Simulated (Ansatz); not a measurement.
**Decaying states in the gap of Ga2SO**

Wanted: the relaxed cell of Ga2SO, its band edges and its decay constants. It is built by putting O for part of the S in the GaS structure of space group R-3m, with the volume rescaled by atomic radii. The parent structure comes from the Materials Project.

Method: PBEsol DFT, plane waves, PAW files, in the first sound run; inputs show where later runs differ, in Ansatz 0.2.0.

This is a report of a sequence of runs, with most program output left out.

The structure was built from a prototype and need not be the compound's stable phase.

### Step 1. Starting point

Symmetry: R3m, No. 160, trigonal system. The conventional cell has a = 3.437 Å, b = 3.437 Å, c = 22.862 Å, α = 90.00°, β = 90.00°, γ = 120.00°. Ga has 3 S at 2.23 Å and 1 Ga at 2.32 Å nearest. Ga has 3 O at 2.23 Å and 1 Ga at 2.32 Å nearest. Nearest to S lie 3 Ga at 2.23 Å. Nearest to O lie 3 Ga at 2.23 Å. It derives from GaS. O for part of the S in the GaS structure of space group R-3m. Farther neighbours and most contacts between anions are not listed.

### Step 2. Cell and atoms at rest

The substituted atoms don't fit the parent's cell, so cell and atoms relax together. A small smearing keeps the run stable in case the gap closes on the way.

Input file input.yaml:

```yaml
crystal:
  lattice:
    - [1.7187124417, 0.9922990909, 7.6207865504]
    - [-1.7187124417, 0.9922990909, 7.6207865504]
    - [0.0, -1.9845981817, 7.6207865504]
  atoms:
    - { symbol: Ga, position: [0.94917581, 0.94917581, 0.94917581] }
    - { symbol: Ga, position: [0.05082419, 0.05082419, 0.05082419] }
    - { symbol: S, position: [0.23805187, 0.23805187, 0.23805187] }
    - { symbol: O, position: [0.76194813, 0.76194813, 0.76194813] }
kpoints:
  mp_grid: { grid: [8, 8, 8] }
scf:
  occupations: { method: gaussian, width: 0.03 }
hamiltonian:
  xc: pbesol
output:
  forces: true
  stress: true
relax:
  f_tol: 0.02
  max_steps: 60
  cell: {}
```

Command:

```bash
$ ansatz run input.yaml --threads 2 --pin off --max-ram 4096MiB --backend cpu --events-out ev --progress --plain --runs-dir out
```

Run time: 60 s. Hardware: 2 threads of Arm Neoverse V2, shared host; peak memory 0.39 GiB; 2 min of CPU time.

The steps of the relaxation:

| step | energy less that of the first step (eV) | largest force component (eV/Å) | pressure (GPa) | volume (Å³) |
| --- | --- | --- | --- | --- |
| 1 | 0.0000 | 4.0842 | -3.59 | 77.98 |
| 2 | -0.9205 | 0.8879 | -2.68 | 75.31 |
| 3 | -1.0159 | 0.3413 | 0.85 | 70.76 |
| 4 | -1.0311 | 0.1162 | -0.28 | 70.89 |
| 5 | -1.0352 | 0.0921 | -0.16 | 70.06 |
| 6 | -1.0447 | 0.1043 | 0.59 | 66.74 |
| 7 | -1.0447 | 0.0293 | 0.04 | 67.99 |
| 8 | -1.0458 | 0.0056 | -0.02 | 67.59 |
| 9 | -1.0461 | 0.0046 | -0.01 | 67.40 |
| 10* | -1.0387 | 0.0044 | -0.17 | 67.40 |
| 11 | -1.0398 | 0.0303 | 0.10 | 66.81 |
| 12 | -1.0397 | 0.0016 | 0.01 | 66.94 |
| 13* | -1.0389 | 0.0019 | 0.00 | 66.94 |

Relaxation steps marked * repeat the geometry before them on a plane-wave basis chosen anew for their cell, so energy and pressure can jump there.

The run keeps the 6 symmetry operations that it works with, so distortions that break them were not tested.

| conventional cell, symmetrised | before | after | change |
| --- | --- | --- | --- |
| a (Å) | 3.437 | 3.340 | -2.8 % |
| b (Å) | 3.437 | 3.340 | -2.8 % |
| c (Å) | 22.862 | 20.786 | -9.1 % |
| volume (Å³/atom) | 19.50 | 16.73 | -14.2 % |

The atoms that moved most (Å, as changes of fractional coordinates times the final cell):

| atom | dx | dy | dz | length |
| --- | --- | --- | --- | --- |
| Ga2 | 0.000 | 0.000 | 0.348 | 0.348 |
| S3 | 0.000 | 0.000 | -0.278 | 0.278 |
| O4 | 0.000 | 0.000 | -0.072 | 0.072 |

The relaxed structure:

```xyz
4
Lattice="1.6700 0.9642 6.9287 -1.6700 0.9642 6.9287 0.0000 -1.9283 6.9287" Properties=species:S:1:pos:R:3 pbc="T T T"
Ga    0.0000    0.0000   19.7322
Ga    0.0000    0.0000    1.4040
S     0.0000    0.0000    4.6703
O     0.0000    0.0000   15.7657
```

Numbers from this step:

```
free energy  : -8933.3913 eV
Fermi energy : 7.293 eV
pressure     : 0.002199 GPa
```

The largest force component on a free atom ends at 0.0019 eV/Å.

### Step 3. The bulk crystal and its band edges

The energy window and the wavevectors of the next steps follow from the band edges, so these are searched first, off the mesh as well.

Input file input.yaml:

```yaml
crystal:
  lattice:
    - [1.6699668723, 0.9641558233, 6.928708412]
    - [-1.6699668723, 0.9641558233, 6.928708412]
    - [0.0, -1.9283116465, 6.928708412]
  atoms:
    - { symbol: Ga, position: [0.9492988013, 0.9492988013, 0.9492988013] }
    - { symbol: Ga, position: [0.0675433327, 0.0675433327, 0.0675433327] }
    - { symbol: S, position: [0.2246857604, 0.2246857604, 0.2246857604] }
    - { symbol: O, position: [0.7584721056, 0.7584721056, 0.7584721056] }
kpoints:
  mp_grid: { grid: [8, 8, 8] }
  band_path: { path: [VBM, CBM], npoints: 30 }
scf:
  occupations: { method: fixed }
hamiltonian:
  xc: pbesol
output:
  eigenvalues: true
  write_potential: true
  write_density: true
  volumetric_format: npy
```

Elapsed: 13 s, on 2 threads; peak memory 0.39 GiB; 26 s of CPU time.

Numbers from this step:

| Item | Value |
| --- | --- |
| Fermi energy | 6.880 eV |
| gap on the k-mesh | 0.8225 eV |
| gap on path | 0.7752 eV, by band count; negative where bands overlap |
| direct gap on path | 0.8857 eV |
| edge places on path | 0, 1.970 1/A along the path |

Electronic bands along the path, in eV, zero at the Fermi level (highest filled level under fixed occupations); # counts the bands kept:

| point | #4 | #5 | #6 | #7 | #8 | #9 | #10 | #11 |
| --- | --- | --- | --- | --- | --- | --- | --- | --- |
| VBM | -3.19 | -1.81 | -0.63 | 0.05 | 1.64 | 5.43 | 6.24 | 6.83 |
| halfway | -3.65 | -2.58 | -1.71 | -0.57 | 2.88 | 3.50 | 4.38 | 6.29 |
| CBM | -2.90 | -0.29 | -0.06 | -0.06 | 0.82 | 4.94 | 6.83 | 6.83 |

The searched edges give 0.775 eV, under the 0.822 eV of the mesh, which misses an edge.

### Step 4. Decaying states in the gap

This step: PBEsol DFT, plane waves, PAW files; complex bands by layer matching along the plane's normal (Ansatz 0.2.0).

The same crystal is laid in a cell whose first two vectors span the (001) plane (indices of the standard conventional cell, whose axes can be ordered otherwise than in the bulk input). At fixed energy and wavevector in the plane the solver finds all kz, real and complex. A few wavevectors are listed, (0, 0), (-0.1875, -0.0938) and (0.5, 0) in units of the plane's reciprocal vectors; the slowest state needn't be among them.

Input file input.yaml:

```yaml
crystal:
  lattice:
    - [3.339933745, 0.0, 0.0]
    - [1.669966872, 2.89246747, 0.0]
    - [1.669966872, -0.964155823, 6.928708412]
  atoms:
    - { symbol: Ga, position: [0.8985976026, 0.0507011987, 0.1521035961] }
    - { symbol: Ga, position: [0.1350866654, 0.9324566673, 0.7973700019] }
    - { symbol: S, position: [0.4493715208, 0.7753142396, 0.3259427188] }
    - { symbol: O, position: [0.5169442112, 0.2415278944, 0.7245836832] }
kpoints:
  mp_grid: { grid: [8, 8, 8] }
scf:
  occupations: { method: fixed }
hamiltonian:
  xc: pbesol
output:
  eigenvalues: true
  transmission:
    leads: [[0, 0]]
    kpoints: [[0.0, 0.0], [-0.1875, -0.0938], [0.5, 0.0]]
    e_range: [-1.0, 1.78]
    de: 0.05
```

Wall time 8.3 s (2 threads); peak memory 0.35 GiB; 16 s of CPU time.

Numbers from this step:

- level to which the leads are filled: 0.4112 eV from the Fermi level
- decay constant at the filling level, zone centre: 0.09407 Å⁻¹
- decay constant at the filling level, slowest listed point: 0.0941 Å⁻¹

K parallel (0, 0); values up to 1.5 1/Å, a degenerate pair printed once or twice; energies at which all values exceed this have no row. The Im kz of the slowest decaying states by energy, zero at the highest filled level on the SCF mesh:

| energy (eV) | decay 1 (Å⁻¹) | decay 2 (Å⁻¹) | decay 3 (Å⁻¹) | decay 4 (Å⁻¹) |
| --- | --- | --- | --- | --- |
| -1.000 | 1.08 | 1.24 | 1.39 | - |
| -0.800 | 1.08 | 1.23 | 1.34 | - |
| -0.600 | 1.07 | 1.22 | 1.29 | - |
| -0.400 | 1.06 | 1.21 | 1.22 | - |
| -0.200 | 0.0541 | 1.03 | 1.10 | 1.20 |
| 0.000 | 0.0860 | 0.999 | 1.19 | - |
| 0.200 | 0.0967 | 1.09 | 1.18 | - |
| 0.400 | 0.0941 | 1.12 | 1.17 | - |
| 0.600 | 0.0773 | 1.14 | 1.16 | - |
| 0.800 | 0.027 | 1.14 | 1.15 | - |
| 1.000 | 1.13 | 1.14 | 1.17 | - |
| 1.200 | 1.10 | 1.13 | 1.20 | - |
| 1.400 | 1.08 | 1.12 | 1.22 | - |
| 1.600 | 1.06 | 1.11 | 1.22 | - |

K parallel (0, 0). The Re kz of states that move upwards, channel 1 by energy, zero at the highest filled level on the SCF mesh:

| energy (eV) | Re kz of states that move upwards, channel 1 (Å⁻¹) |
| --- | --- |
| -1.00 | 0.244 |
| -0.95 | 0.255 |
| -0.85 | 0.277 |
| -0.80 | 0.288 |
| -0.70 | 0.311 |
| -0.65 | 0.323 |
| -0.55 | 0.347 |
| -0.50 | 0.360 |
| -0.40 | 0.389 |
| -0.35 | 0.407 |
| -0.25 | - |
| -0.20 | - |
| -0.10 | - |
| -0.05 | - |
| 0.00 | - |
| 0.05 | - |
| 0.10 | - |
| 0.20 | - |
| 0.25 | - |
| 0.35 | - |
| 0.40 | - |
| 0.50 | - |
| 0.55 | - |
| 0.65 | - |
| 0.70 | - |
| 0.80 | - |
| 0.85 | -0.422 |
| 0.95 | -0.384 |
| 1.00 | -0.370 |
| 1.10 | -0.345 |
| 1.15 | -0.334 |
| 1.25 | -0.312 |
| 1.30 | -0.301 |
| 1.40 | -0.280 |
| 1.45 | -0.270 |
| 1.55 | -0.249 |
| 1.60 | -0.238 |
| 1.70 | -0.217 |
| 1.75 | -0.206 |

K parallel (-0.1875, -0.0938); values up to 1.5 1/Å, a degenerate pair printed once or twice; energies at which all values exceed this have no row. Im kz of the slowest decaying states against energy, zero at the highest filled level on the SCF mesh:

| energy (eV) | decay 1 (Å⁻¹) | decay 2 (Å⁻¹) | decay 3 (Å⁻¹) | decay 4 (Å⁻¹) |
| --- | --- | --- | --- | --- |
| -1.00 | 0.0447 | 0.694 | 0.732 | - |
| -0.90 | 0.657 | 0.743 | 1.49 | - |
| -0.80 | 0.598 | 0.753 | 1.48 | - |
| -0.65 | 0.253 | 0.761 | 1.47 | - |
| -0.55 | 0.546 | 0.761 | 1.46 | - |
| -0.45 | 0.695 | 0.739 | 1.45 | - |
| -0.35 | 0.756 | 0.756 | 1.44 | - |
| -0.25 | 0.786 | 0.786 | 1.42 | - |
| -0.10 | 0.822 | 1.41 | - | - |
| 0.00 | 0.843 | 0.843 | 1.39 | - |
| 0.10 | 0.0583 | 0.862 | 0.862 | 1.38 |
| 0.20 | 0.0947 | 0.881 | 0.881 | 1.36 |
| 0.30 | 0.116 | 0.898 | 0.899 | 1.35 |
| 0.45 | 0.137 | 0.925 | 0.925 | 1.32 |
| 0.55 | 0.145 | 0.942 | 0.942 | 1.30 |
| 0.65 | 0.151 | 0.959 | 0.959 | 1.27 |
| 0.75 | 0.153 | 0.977 | 0.977 | 1.24 |
| 0.85 | 0.153 | 0.995 | 0.995 | 1.21 |
| 1.00 | 0.149 | 1.02 | 1.02 | 1.16 |
| 1.10 | 0.143 | 1.04 | 1.04 | 1.13 |
| 1.20 | 0.135 | 1.05 | 1.05 | 1.09 |
| 1.30 | 0.123 | 1.06 | 1.06 | 1.07 |
| 1.40 | 0.107 | 1.04 | 1.07 | 1.07 |
| 1.55 | 0.0678 | 1.01 | 1.08 | 1.08 |
| 1.65 | 0.990 | 1.09 | 1.09 | 1.34 |
| 1.75 | 0.973 | 1.09 | 1.09 | 1.33 |

K parallel (0.5, 0); values up to 1.5 1/Å, a degenerate pair printed once or twice; energies at which all values exceed this have no row. Im kz of the slowest decaying states against energy, zero at the highest filled level on the SCF mesh:

| energy (eV) | decay 1 (Å⁻¹) | decay 2 (Å⁻¹) | decay 3 (Å⁻¹) | decay 4 (Å⁻¹) |
| --- | --- | --- | --- | --- |
| -1.00 | 0.343 | 0.663 | 1.22 | - |
| -0.85 | 0.350 | 0.694 | 1.21 | - |
| -0.70 | 0.355 | 0.718 | 1.19 | - |
| -0.60 | 0.0683 | 0.357 | 0.731 | 1.18 |
| -0.45 | 0.149 | 0.359 | 0.749 | 1.16 |
| -0.30 | 0.194 | 0.359 | 0.763 | 1.14 |
| -0.20 | 0.215 | 0.359 | 0.772 | 1.13 |
| -0.05 | 0.242 | 0.357 | 0.783 | 1.11 |
| 0.00 | 0.249 | 0.356 | 0.786 | 1.10 |
| 0.10 | 0.262 | 0.353 | 0.792 | 1.09 |
| 0.25 | 0.278 | 0.348 | 0.800 | 1.07 |
| 0.40 | 0.292 | 0.342 | 0.806 | 1.06 |
| 0.50 | 0.299 | 0.337 | 0.810 | 1.04 |
| 0.65 | 0.308 | 0.328 | 0.815 | 1.03 |
| 0.80 | 0.315 | 0.317 | 0.819 | 1.01 |
| 0.90 | 0.309 | 0.319 | 0.821 | 0.994 |
| 1.05 | 0.296 | 0.323 | 0.823 | 0.974 |
| 1.20 | 0.279 | 0.326 | 0.825 | 0.955 |
| 1.35 | 0.260 | 0.326 | 0.826 | 0.936 |
| 1.50 | 0.238 | 0.326 | 0.827 | 0.916 |
| 1.60 | 0.220 | 0.324 | 0.827 | 0.902 |
| 1.75 | 0.187 | 0.321 | 0.826 | 0.882 |

At the listed wavevectors the last open channel is at +0.00 eV and the next at +0.85 eV on the grid. At +0.40 eV, the grid energy nearest the filling level (the middle of the gap on the SCF mesh), the slowest state at the listed wavevectors decays with κ = 0.0941 Å⁻¹, its amplitude falling by e over 11 Å. Through 1 nm of this crystal that state's transmission falls by exp(−2 × 0.0941 Å⁻¹ × 10 Å) = 0.15.

### Step 5. Band edges at another level, cutoff 1142.88 eV

This step: PBEsol DFT, plane waves, norm-conserving files (Ansatz 0.2.0).

The edges again with norm-conserving files, at the same atoms. Against that run the cutoff is 1143 eV against 420.

Input file input.yaml:

```yaml
crystal:
  lattice:
    - [1.6699668723, 0.9641558233, 6.928708412]
    - [-1.6699668723, 0.9641558233, 6.928708412]
    - [0.0, -1.9283116465, 6.928708412]
  atoms:
    - { symbol: Ga, position: [0.9492988013, 0.9492988013, 0.9492988013] }
    - { symbol: Ga, position: [0.0675433327, 0.0675433327, 0.0675433327] }
    - { symbol: S, position: [0.2246857604, 0.2246857604, 0.2246857604] }
    - { symbol: O, position: [0.7584721056, 0.7584721056, 0.7584721056] }
kpoints:
  mp_grid: { grid: [8, 8, 8] }
  band_path: { path: [VBM, CBM], npoints: 30 }
scf:
  occupations: { method: fixed }
hamiltonian:
  xc: pbesol
  pseudopotentials: { kind: nc }
output:
  eigenvalues: true
```

Run time: 37 s. Hardware: 2 threads; peak memory 0.55 GiB.

Numbers from this step:

- free energy: -4905.1779 eV
- Fermi energy: 7.536 eV
- gap on the k-mesh: 0.8419 eV
- gap on path: 0.7939 eV, by band count; negative where bands overlap
- direct gap on path: 0.9049 eV

The electronic bands at the labelled points (eV, zero at the Fermi level (highest filled level under fixed occupations); # counts the bands kept):

| point | #4 | #5 | #6 | #7 | #8 | #9 | #10 | #11 |
| --- | --- | --- | --- | --- | --- | --- | --- | --- |
| VBM | -3.19 | -1.81 | -0.63 | 0.05 | 1.66 | 5.43 | 6.24 | 6.83 |
| halfway | -3.65 | -2.57 | -1.70 | -0.57 | 2.89 | 3.50 | 4.38 | 6.30 |
| CBM | -2.90 | -0.28 | -0.06 | -0.06 | 0.84 | 4.94 | 6.84 | 6.84 |

The searched edges give 0.794 eV, under the 0.842 eV of the mesh, which misses an edge.

Between step 3 and this run (PBEsol norm-conserving and cutoff 1142.88 eV) the value for the gap on path moves from 0.775 eV to 0.794 eV.

### Step 6. Complex bands at another level, cutoff 1142.88 eV

This step: PBEsol DFT, plane waves, norm-conserving files; complex bands by layer matching along the plane's normal (Ansatz 0.2.0).

The complex bands at that level, over its own gap, at (0, 0) and (-0.1875, -0.0938).

Input file input.yaml:

```yaml
crystal:
  lattice:
    - [3.339933745, 0.0, 0.0]
    - [1.669966872, 2.89246747, 0.0]
    - [1.669966872, -0.964155823, 6.928708412]
  atoms:
    - { symbol: Ga, position: [0.8985976026, 0.0507011987, 0.1521035961] }
    - { symbol: Ga, position: [0.1350866654, 0.9324566673, 0.7973700019] }
    - { symbol: S, position: [0.4493715208, 0.7753142396, 0.3259427188] }
    - { symbol: O, position: [0.5169442112, 0.2415278944, 0.7245836832] }
kpoints:
  mp_grid: { grid: [8, 8, 8] }
scf:
  occupations: { method: fixed }
hamiltonian:
  xc: pbesol
  pseudopotentials: { kind: nc }
output:
  eigenvalues: true
  transmission:
    leads: [[0, 0]]
    kpoints: [[0.0, 0.0], [-0.1875, -0.0938]]
    e_range: [-1.0, 1.79]
    de: 0.05
```

The job ended after 58 s (2 threads; peak memory 0.88 GiB).

Numbers from this step:

```yaml
level_to_which_the_leads_are_filled: 0.4210 eV from the Fermi level
decay_constant_at_the_filling_level_zone_centre: 0.09555 Å⁻¹
decay_constant_at_the_filling_level_slowest_listed_point: 0.0956 Å⁻¹
```

K parallel (0, 0); values up to 1.5 1/Å, a degenerate pair printed once or twice; energies at which all values exceed this have no row. Table of Im kz of the slowest decaying states by energy, zero at the highest filled level on the SCF mesh:

| energy (eV) | decay 1 (Å⁻¹) | decay 2 (Å⁻¹) | decay 3 (Å⁻¹) | decay 4 (Å⁻¹) |
| --- | --- | --- | --- | --- |
| -1.00 | 1.08 | 1.25 | 1.39 | - |
| -0.85 | 1.08 | 1.24 | 1.36 | - |
| -0.70 | 1.08 | 1.23 | 1.32 | - |
| -0.60 | 1.07 | 1.22 | 1.29 | - |
| -0.45 | 1.06 | 1.21 | 1.24 | - |
| -0.30 | 1.04 | 1.17 | 1.20 | - |
| -0.20 | 0.0515 | 1.02 | 1.11 | 1.20 |
| -0.05 | 0.0799 | 0.887 | 1.19 | - |
| 0.00 | 0.0855 | 0.999 | 1.19 | - |
| 0.10 | 0.0932 | 1.06 | 1.18 | - |
| 0.25 | 0.0979 | 1.10 | 1.18 | - |
| 0.40 | 0.0955 | 1.12 | 1.17 | - |
| 0.50 | 0.0899 | 1.13 | 1.16 | - |
| 0.65 | 0.0734 | 1.14 | 1.16 | - |
| 0.80 | 0.0369 | 1.15 | 1.15 | - |
| 0.90 | 1.14 | 1.15 | - | - |
| 1.05 | 1.12 | 1.14 | 1.17 | - |
| 1.20 | 1.10 | 1.13 | 1.20 | - |
| 1.35 | 1.08 | 1.12 | 1.21 | - |
| 1.50 | 1.07 | 1.11 | 1.22 | - |
| 1.60 | 1.06 | 1.11 | 1.22 | - |
| 1.75 | 1.05 | 1.10 | 1.23 | - |

K parallel (0, 0). Table of Re kz of states that move upwards, channel 1 by energy, zero at the highest filled level on the SCF mesh:

| energy (eV) | Re kz of states that move upwards, channel 1 (Å⁻¹) |
| --- | --- |
| -1.00 | 0.241 |
| -0.85 | 0.274 |
| -0.75 | 0.297 |
| -0.60 | 0.331 |
| -0.50 | 0.356 |
| -0.35 | 0.402 |
| -0.20 | - |
| -0.10 | - |
| 0.00 | - |
| 0.05 | - |
| 0.20 | - |
| 0.30 | - |
| 0.45 | - |
| 0.55 | - |
| 0.70 | - |
| 0.85 | -0.437 |
| 0.95 | -0.390 |
| 1.10 | -0.350 |
| 1.25 | -0.315 |
| 1.35 | -0.294 |
| 1.50 | -0.263 |
| 1.60 | -0.242 |
| 1.75 | -0.210 |

K parallel (-0.1875, -0.0938); values up to 1.5 1/Å, a degenerate pair printed once or twice; energies at which all values exceed this have no row. Im kz of the slowest decaying states against energy, zero at the highest filled level on the SCF mesh:

| energy (eV) | decay 1 (Å⁻¹) | decay 2 (Å⁻¹) | decay 3 (Å⁻¹) | decay 4 (Å⁻¹) |
| --- | --- | --- | --- | --- |
| -1.00 | 0.0476 | 0.695 | 0.732 | - |
| -0.90 | 0.658 | 0.744 | - | - |
| -0.80 | 0.600 | 0.753 | 1.49 | - |
| -0.65 | 0.263 | 0.762 | 1.47 | - |
| -0.55 | 0.545 | 0.761 | 1.46 | - |
| -0.45 | 0.695 | 0.739 | 1.45 | - |
| -0.35 | 0.756 | 0.756 | 1.44 | - |
| -0.25 | 0.786 | 0.786 | 1.43 | - |
| -0.10 | 0.822 | 0.822 | 1.41 | - |
| 0.00 | 0.843 | 0.843 | 1.40 | - |
| 0.10 | 0.0580 | 0.863 | 0.863 | 1.39 |
| 0.20 | 0.095 | 0.881 | 0.881 | 1.37 |
| 0.30 | 0.117 | 0.899 | 0.899 | 1.36 |
| 0.45 | 0.138 | 0.925 | 0.925 | 1.33 |
| 0.55 | 0.147 | 0.942 | 0.942 | 1.30 |
| 0.65 | 0.152 | 0.959 | 0.960 | 1.28 |
| 0.75 | 0.155 | 0.977 | 0.977 | 1.25 |
| 0.85 | 0.155 | 0.995 | 0.995 | 1.22 |
| 1.00 | 0.152 | 1.02 | 1.02 | 1.16 |
| 1.10 | 0.146 | 1.04 | 1.04 | 1.13 |
| 1.20 | 0.138 | 1.05 | 1.05 | 1.10 |
| 1.30 | 0.127 | 1.06 | 1.06 | 1.07 |
| 1.40 | 0.111 | 1.04 | 1.07 | 1.07 |
| 1.55 | 0.0758 | 1.01 | 1.08 | 1.08 |
| 1.65 | 0.0226 | 0.990 | 1.09 | 1.09 |
| 1.75 | 0.973 | 1.09 | 1.09 | 1.34 |

At the listed wavevectors the last open channel is at +0.00 eV and the next at +0.85 eV on the grid. At +0.40 eV, the grid energy nearest the filling level (the middle of the gap on the SCF mesh), the slowest state at the listed wavevectors decays with κ = 0.0956 Å⁻¹, its amplitude falling by e over 10 Å; the first such run, plane (001), gave 0.0941 Å⁻¹ over as many of its listed wavevectors.

### Step 7. Results

```yaml
band_gap: 0.775 eV
least_decay_constant_at_mid_gap_normal_to_001: 0.0941 Å⁻¹
least_decay_constant_norm_conserving_files: 0.0956 Å⁻¹
```

With PBEsol, the slowest decay at the wavevectors tried is κ = 0.0941 Å⁻¹, normal to (001). Through such a film the transmission near mid-gap falls as exp(−2κd), a factor of ten every 12 Å. A free electron under a barrier of half the gap would need a mass of 0.087 mₑ to decay at this rate. With norm-conserving files the gap goes from 0.775 to 0.794 eV and the decay constant, over the first 2 listed wavevectors, from 0.0941 to 0.0956 Å⁻¹. The compound is made up by substitution; its stability against other phases and against distortions of the cell's symmetry was not tested. A semilocal functional narrows gaps, so real decay constants are likely larger.

[Logs are printed without paths, hosts, clocks, repeated set-up lines and the standing remarks that a program may print on its own settings, such as how far it seeks lower states.]

[Hosts, paths, dates, database ids (printed as entryN), source tags and the programs' standing remarks are cut or masked in the printed files.]
